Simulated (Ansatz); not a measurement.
## Ag(111) with 4 thermally displaced layers, 2x2: scattering by thermal displacements

Aim: the resistivity of Ag at 180 K from frozen thermal displacements between perfect leads.

Method: Ansatz plane-wave DFT, PBE, PAW files; ballistic transport by layer matching (Landauer), zero bias; PAW set soft_1, in Ansatz 0.2.0.

## 1. The starting structure

The cell holds 40 atoms: 40 Ag. Its edges and angles: a = 5.779 Å, b = 5.779 Å, c = 23.651 Å, α = 93.5°, β = 86.5°, γ = 120.0°. It derives from Ag. Regions: lead, 24 atoms (24 Ag); scattering region, 16 atoms (16 Ag). The structure is stacked along c, and the current runs across the ab planes.

## 2. With 4 displaced layers

Each atom of 4 layers is moved at random, by amounts drawn from a normal law 0.0707 Å wide in each direction from the Debye model (225 K) at 180 K. The layers about the cell's end stay perfect and serve as the lead. Disorder leaves little or no symmetry, which makes such runs dear. Energies from -0.05 to 0.05 eV in steps of 0.05 eV are too few for the program's thermal sum, so it prints no conductance; for a metal the transmission near the Fermi level serves, at a fraction of the cost.

Contents of input.yaml:

```yaml
crystal:
  lattice:
    - [5.7787594586, 0.0, 0.0]
    - [-2.8893797293, 5.0045524935, 0.0]
    - [1.4446898646, -0.8340920822, 23.5916866996]
  atoms:
    - { symbol: Ag, position: [0.9916666667, 0.0083333333, 0.05] }
    - { symbol: Ag, position: [0.9916666667, 0.5083333333, 0.05] }
    - { symbol: Ag, position: [0.4916666667, 0.0083333333, 0.05] }
    - { symbol: Ag, position: [0.4916666667, 0.5083333333, 0.05] }
    - { symbol: Ag, position: [0.1416666667, 0.3583333333, 0.15] }
    - { symbol: Ag, position: [0.1416666667, 0.8583333333, 0.15] }
    - { symbol: Ag, position: [0.6416666667, 0.3583333333, 0.15] }
    - { symbol: Ag, position: [0.6416666667, 0.8583333333, 0.15] }
    - { symbol: Ag, position: [0.2916666667, 0.2083333333, 0.25] }
    - { symbol: Ag, position: [0.2916666667, 0.7083333333, 0.25] }
    - { symbol: Ag, position: [0.7916666667, 0.2083333333, 0.25] }
    - { symbol: Ag, position: [0.7916666667, 0.7083333333, 0.25] }
    - { symbol: Ag, position: [0.9419520006, 0.0567864203, 0.3519198773] }
    - { symbol: Ag, position: [0.9389848161, 0.5509439744, 0.351084] }
    - { symbol: Ag, position: [0.4646694196, 0.0713657731, 0.3478903224] }
    - { symbol: Ag, position: [0.4217550262, 0.5495459295, 0.3501238882] }
    - { symbol: Ag, position: [0.0622881167, 0.404618887, 0.4462649726] }
    - { symbol: Ag, position: [0.0790170805, 0.9004838847, 0.4490517864] }
    - { symbol: Ag, position: [0.6041350091, 0.4230018063, 0.4496146751] }
    - { symbol: Ag, position: [0.6035143843, 0.8991084971, 0.4510537669] }
    - { symbol: Ag, position: [0.2537596288, 0.2592904251, 0.5477711167] }
    - { symbol: Ag, position: [0.2270417681, 0.751974816, 0.5506601072] }
    - { symbol: Ag, position: [0.7279119009, 0.2552977303, 0.5495226707] }
    - { symbol: Ag, position: [0.7496250634, 0.7615444321, 0.5510653464] }
    - { symbol: Ag, position: [0.8823571831, 0.1068933505, 0.652350224] }
    - { symbol: Ag, position: [0.9002912411, 0.5912967602, 0.6545384839] }
    - { symbol: Ag, position: [0.4135268505, 0.1195068794, 0.6507927926] }
    - { symbol: Ag, position: [0.397147577, 0.6299173543, 0.6558765183] }
    - { symbol: Ag, position: [0.0416666667, 0.4583333333, 0.75] }
    - { symbol: Ag, position: [0.0416666667, 0.9583333333, 0.75] }
    - { symbol: Ag, position: [0.5416666667, 0.4583333333, 0.75] }
    - { symbol: Ag, position: [0.5416666667, 0.9583333333, 0.75] }
    - { symbol: Ag, position: [0.1916666667, 0.3083333333, 0.85] }
    - { symbol: Ag, position: [0.1916666667, 0.8083333333, 0.85] }
    - { symbol: Ag, position: [0.6916666667, 0.3083333333, 0.85] }
    - { symbol: Ag, position: [0.6916666667, 0.8083333333, 0.85] }
    - { symbol: Ag, position: [0.8416666667, 0.1583333333, 0.95] }
    - { symbol: Ag, position: [0.8416666667, 0.6583333333, 0.95] }
    - { symbol: Ag, position: [0.3416666667, 0.1583333333, 0.95] }
    - { symbol: Ag, position: [0.3416666667, 0.6583333333, 0.95] }
kpoints:
  mp_grid: { grid: [4, 4, 1] }
hamiltonian:
  xc: pbe
  pseudopotentials: { kind: paw, azcp: { folder: soft_1 } }
scf:
  occupations: { method: fermi_dirac, width: 0.1 }
output:
  transmission: { leads: [[0, 4]], kmesh: [8, 8], e_range: [-0.05, 0.05], de: 0.05 }
  write_potential: true
  write_density: true
  volumetric_format: npy
  elf: true
```

Run with:

```
$ ansatz run input.yaml --threads 4 --pin off --max-ram 15360MiB --backend cpu --events-out ev --progress --plain --runs-dir out
```

Numbers of over 12 decimals in the logs are rounded to 6 here.

The program printed:

```text
Engine: ansatz 0.2.0, aarch64-unknown-linux-gnu
Pseudopotentials: kind: paw
Pseudopotential: Ag, paw, valence charge 19, recommended cutoff 420 eV (normal), soft_1/Ag.paw.azcp
Functional definition: PBE
  parameter kappa = 0.804
  parameter beta = 0.066725
  exchange = pbe_x(kappa = kappa, mu = beta*pi^2/3)
  correlation = pbe_c(beta = beta)
Crystal: 40 atoms, lattice volume = 682.274 Å³
Basis set: ecut = 420 eV, 13363 PW (Γ)
Bands: 456, of which v1, the nominal top of the filled ones, is band 380 counted from 1 (379 counted from 0)
Symmetry: 1 space group operations
Space group: P1 (ITA 1), of the structure as read, at distance tolerance 8.8e-5 Å
k-points: 10 of 16 (time reversal used)
Non-local potential: Ag, projectors of the file, l = 0: 3, l = 1: 2, l = 2: 2, l = 3: 1
PAW form: soft (Blöchl's): semilocal exchange-correlation on the pseudo side does not see the compensation charge
PAW one-centre angular grid: Ag, 590 points (default); XC on 64 Gauss nodes
Initial density: superposition of atomic densities (chi_scale 0.1, normalization cell)
Initial wavefunctions: pseudopotential atomic-orbital guess
Functional: x = pbe(κ = 0.804, μ = 0.219515), c = pbe(β = 0.066725)
SCF iter   1: F=—  HF=-303632.730743 eV  |F-HF|=—  |Δ(HF+E_count)|=         —  Δρ=7.07e-2  dr2=3.64e1  ethr=3.10e-3  ⟨swp⟩=4.0  Hψ=13563  notcnv=0  defer=80
preconditioner: auto → Kerker (q_TF=auto, 2.778 Å⁻¹)  [metal: Δε(μ)=0.056 eV  Ē_g=10.260 eV  σ=0.100 eV  W_gap=0.14  n_scr=260 (ndim 8)  ℏωp=29.8 eV  f_vac=0.000  D(μ)=14.24/eV (n_scr^D=80)]
SCF iter   2: F=—  HF=-303624.156088 eV  |F-HF|=—  |Δ(HF+E_count)|=    8.57e0  Δρ=2.48e-2  dr2=4.52e0  ethr=3.10e-3  ⟨swp⟩=2.0  Hψ=6967  notcnv=0  defer=545
SCF iter   3: F=—  HF=-303623.023851 eV  |F-HF|=—  |Δ(HF+E_count)|=    1.13e0  Δρ=9.64e-3  dr2=5.15e-1  ethr=5.95e-4  ⟨swp⟩=2.4  Hψ=6365  notcnv=0  defer=545
SCF iter   4: F=—  HF=-303623.013679 eV  |F-HF|=—  |Δ(HF+E_count)|=   1.02e-2  Δρ=2.22e-3  dr2=1.86e-2  ethr=6.78e-5  ⟨swp⟩=2.5  Hψ=7461  notcnv=0  defer=540
SCF iter   5: F=—  HF=-303623.020913 eV  |F-HF|=—  |Δ(HF+E_count)|=   7.23e-3  Δρ=3.67e-4  dr2=9.64e-4  ethr=2.44e-6  ⟨swp⟩=2.0  Hψ=6223  notcnv=0  defer=540
SCF iter   6: F=—  HF=-303623.021290 eV  |F-HF|=—  |Δ(HF+E_count)|=   3.76e-4  Δρ=1.68e-4  dr2=2.92e-4  ethr=1.27e-7  ⟨swp⟩=2.0  Hψ=7797  notcnv=0  defer=540
SCF iter   7: F=—  HF=-303623.021302 eV  |F-HF|=—  |Δ(HF+E_count)|=   1.21e-5  Δρ=4.91e-5  dr2=1.69e-5  ethr=3.85e-8  ⟨swp⟩=2.1  Hψ=7426  notcnv=0  defer=540
SCF iter   8: F=—  HF=-303623.021496 eV  |F-HF|=—  |Δ(HF+E_count)|=   1.94e-4  Δρ=1.79e-5  dr2=3.33e-6  ethr=2.23e-9  ⟨swp⟩=2.0  Hψ=6223  notcnv=0  defer=540
SCF iter   9: F=—  HF=-303623.021496 eV  |F-HF|=—  |Δ(HF+E_count)|=   1.28e-7  Δρ=3.48e-6  dr2=3.55e-7  ethr=4.38e-10  ⟨swp⟩=2.0  Hψ=5734  notcnv=0  defer=540
SCF iter  10: F=-303623.021496 eV  HF=-303623.021496 eV  |F-HF|=6.80e-8  |Δ(HF+E_count)|=   5.12e-9  Δρ=1.63e-6  dr2=7.12e-8  ethr=1.32e-11  ⟨swp⟩=7.6  Hψ=15909  notcnv=0
SCF 1 converged in 10 iterations: F = -303623.021496 eV  dr2 = 7.12e-8
  greatest PAW one-centre occupation: 1.001 electrons in one spin orbital (limit 2), on the Ag atom at site 28 (counted from 0), in its partial waves of l = 0
transmission: 108 of 1020 steps passed
transmission: 207 of 1020 steps passed
[...]
transmission: 1020 of 1020 steps passed
SCF converged after 10 iterations
Free energy (F): -303623.021496 eV
Harris-Foulkes:  -303623.021496 eV  (|F-HF|=6.80e-8)
Internal energy: -303622.591313 eV  (E = F + TS)
E sigma→0 (E₀):  -303622.806405 eV
Entropy (-TS):   -0.430182 eV (-10.755 meV/atom)
Fermi energy:    17.231337 eV
--- Per-component energies (eV) ---
  E_band       = -9459.552754
  E_kinetic    = 18718.724270
  E_local      = -83699.662375  (includes V_loc(G=0)·N_el)
  E_nonlocal   = 1267.149467
  E_hartree    = 41158.859420
  E_xc         = -6370.237282
  E_vxc        = -8064.094315  (∫ρ·V_xc dr)
  E_paw        = -158212.787768  (= ΣΔE_a)
  E_vpaw       = -19999.403795  (= ΣTr[D̂ρ^β])
  E_aug_tail   = 0.014989  (compensation charges beyond the density's cutoff)
  E_ewald      = -116484.652035
  E_smearing   = -0.430182  (= −TS)
  E_closure    = 0.000000  (closes the sum)
  Σ components = -303623.021496   (vs F -303623.021496, Δ=0.00e0)
--- Band table (eV; the first three rows and the last of 10) ---
  k-point 0: bands = [... 376 lower, 17.3683, 17.6905, 17.7176, 17.7283, 17.7570, 18.0176, 18.0366, 18.2359, ... 72 higher]
  k-point 1: bands = [... 376 lower, 16.8191, 16.8393, 16.9520, 17.0907, 17.1383, 17.2835, 17.5433, 17.7141, ... 72 higher]
  k-point 2: bands = [... 376 lower, 16.7785, 16.8020, 16.9646, 16.9995, 17.3155, 17.3559, 17.5841, 17.6328, ... 72 higher]
  k-point 9: bands = [... 376 lower, 16.8449, 16.8601, 16.8662, 16.8902, 17.5410, 17.5751, 17.6017, 17.6344, ... 72 higher]
--- Transmission ---
  basis      : 253 plane waves across, 30 finite elements along
  points     : 34, standing for a mesh of 8 x 8
  energies   : 3 from -0.050000 to 0.050000 eV about the Fermi level, 0.050000 eV apart; the leads are filled to 0.000000 eV, and channels, transmission and decay are at 0.000000 eV
  crystal 0  : Ag4, at the sites [0, 4], period 2.3592 Å, over 14.16 Å; its Hamiltonian steps by up to 6.7 meV
    offset         : up to 0.0000 Å between an atom of the period and one for which it stands
    channels       : 3.234375e0 a spin
    conductance    : none, the energies end too early or step too widely for 300 K: set another output.transmission.e_range or a lower de, or, where they end at an eighth of basis.ecutwfc, a higher one
  junction   : crystal 0 to crystal 0, 0.70 to 21.93 Å
    transmission   : 3.191650e0 a spin
    conductance    : none, the energies end too early or step too widely for 300 K: set another output.transmission.e_range or a lower de, or, where they end at an eighth of basis.ecutwfc, a higher one
```

Run time: 6.3 min. Hardware: 4 threads of Arm Neoverse V2, shared host; peak memory 6 GiB; 21 min of CPU time.

Numbers from this step:

```
free energy                                    : -303623.0215 eV
energy at zero smearing                        : -303622.8064 eV
Fermi energy                                   : 17.23 eV
cell area                                      : 28.92 Å²
transmission per spin nearest the Fermi level  : 3.192
open channels per spin nearest the Fermi level : 3.234
step of the lead's potential                   : 6.7 meV
```

Per spin. The transmission, zone mean stays at 3.19 for energy from -0.05 to 0.05 eV.

Per spin. The open channels, zone mean, lead stays at 3.23 for energy from -0.05 to 0.05 eV.

Transmission over k1 and k2. At 0.0000 eV from the Fermi level.

Ten even steps from '0' (2.88) to '9' (3.93):
```
19119111
11919111
11100111
99900099
11110011
11119191
11119119
91119111
```
Columns: k1 (b1) from -0.5 to 0.375; rows upwards: k2 (b2) from -0.5 to 0.375.

Open channels over k1 and k2. At 0.0000 eV from the Fermi level.

Ten even steps from '0' (3.00) to '9' (4.00):
```
09009000
00909000
00000000
99900099
00000000
00009090
00009009
90009000
```
Columns: k1 (b1) from -0.5 to 0.375; rows upwards: k2 (b2) from -0.5 to 0.375.

Valence density in the ca plane at fractional y = 0.120, with atoms of Ag within 0.2 Å of it. It is the smooth field of the valence electrons, not physical close to the nuclei.

Ten steps, logarithmic in the rise over the least value, from '0' (0 e/Å³) to '9' (20 e/Å³), each cell a mean:
```
10000110013788631000000000000258975200110000
00012442112576520011000000000258986200000000
00024775211233210011100012110147875200000000
00025886310111000111100134421024542111221000
00014675311121000011111246531001211012332101
10002343112454200011100245531011210013443111
10000111114787510000000123321135542112332101
10000000014898620000000011110258874101121000
00001221113687520000000000000269985200000000
00013554211354210000000011100257875100000000
00025776310111000011000134310124552101110000
00025786310000000011101245531001210012321001
00013554211122100111101245531000000013443111
10001221112465310011100123310011210012443111
10000000013688621000000011100135542111221101
```
Columns run along c (16.0 Å, from fractional 0.16 to 0.84 of the cell), rows up along a (5.8 Å). Atoms in or near the plane, at fractional coordinates: Ag at (0.65, 0.88), Ag at (0.65, 0.41).

Electrostatic potential energy in the ca plane at fractional y = 0.120, with atoms of Ag within 0.2 Å of it. With pseudopotentials it is smooth inside the atoms' cores, unlike the true potential.

Ten even steps from '0' (-11 eV) to '9' (20 eV), each cell a mean:
```
99999889984021059999999999999710202799889999
99986336897100279999999999999712720699999999
99972001699755799988999987799830102799999999
99961000489988999987899742369973236898778999
99972001589878999987898620148998789986336898
99997435886212699988899720148987789985225898
89999888982010279999999864578852137986446898
89999999972041069999999998899710203898778999
99998668984010279999999999999602711799999999
99984113787423699999999987899720202799999999
99961000589888999988999753479962126899889999
99961000489999999987898620158998789997557999
99984102799767899987899620158999999985225898
89998767897201489988999853479998789985225898
89999999984010069999999998899851026997657998
```
Columns run along c (16.0 Å, from fractional 0.16 to 0.84 of the cell; values clipped at the 3rd and 97th percentile), rows up along a (5.8 Å). Atoms in or near the plane, at fractional coordinates: Ag at (0.65, 0.88), Ag at (0.65, 0.41).

ELF in the ca plane at fractional y = 0.120, with atoms of Ag within 0.2 Å of it. It is the smooth field of the valence electrons, not physical close to the nuclei.

Values, 8 rows by 16 columns, each cell a mean:
```
0.17 0.19 0.23 0.20 0.50 0.31 0.19 0.17 0.16 0.18 0.20 0.58 0.41 0.19 0.17 0.17
0.18 0.32 0.45 0.19 0.23 0.19 0.18 0.18 0.19 0.24 0.18 0.43 0.34 0.18 0.18 0.17
0.17 0.28 0.41 0.19 0.24 0.18 0.18 0.18 0.24 0.40 0.19 0.19 0.19 0.23 0.28 0.17
0.17 0.17 0.19 0.24 0.53 0.28 0.17 0.16 0.19 0.27 0.19 0.36 0.25 0.21 0.26 0.17
0.17 0.19 0.22 0.22 0.51 0.28 0.17 0.16 0.17 0.19 0.21 0.61 0.41 0.19 0.17 0.17
0.18 0.32 0.45 0.19 0.22 0.17 0.16 0.17 0.20 0.27 0.18 0.38 0.29 0.18 0.18 0.17
0.17 0.28 0.41 0.18 0.21 0.18 0.18 0.18 0.24 0.38 0.18 0.17 0.17 0.23 0.28 0.17
0.17 0.17 0.19 0.20 0.47 0.29 0.18 0.17 0.18 0.23 0.17 0.29 0.22 0.21 0.26 0.17
```
Columns run along c (16.0 Å, from fractional 0.16 to 0.84 of the cell), rows up along a (5.8 Å). Atoms in or near the plane, at fractional coordinates: Ag at (0.65, 0.88), Ag at (0.65, 0.41).

Over the solved energies the transmission per spin lies between 3.19 and 3.19, out of 3.23 channels of the lead on average (up to 3.23).

(Part 1 of 2 ends here.)

[Logs are printed without paths, hosts, clocks, repeated set-up lines and the standing remarks that a program may print on its own settings, such as how far it seeks lower states.]

[Hosts, paths, dates, database ids (printed as entryN), source tags and the programs' standing remarks are cut or masked in the printed files.]
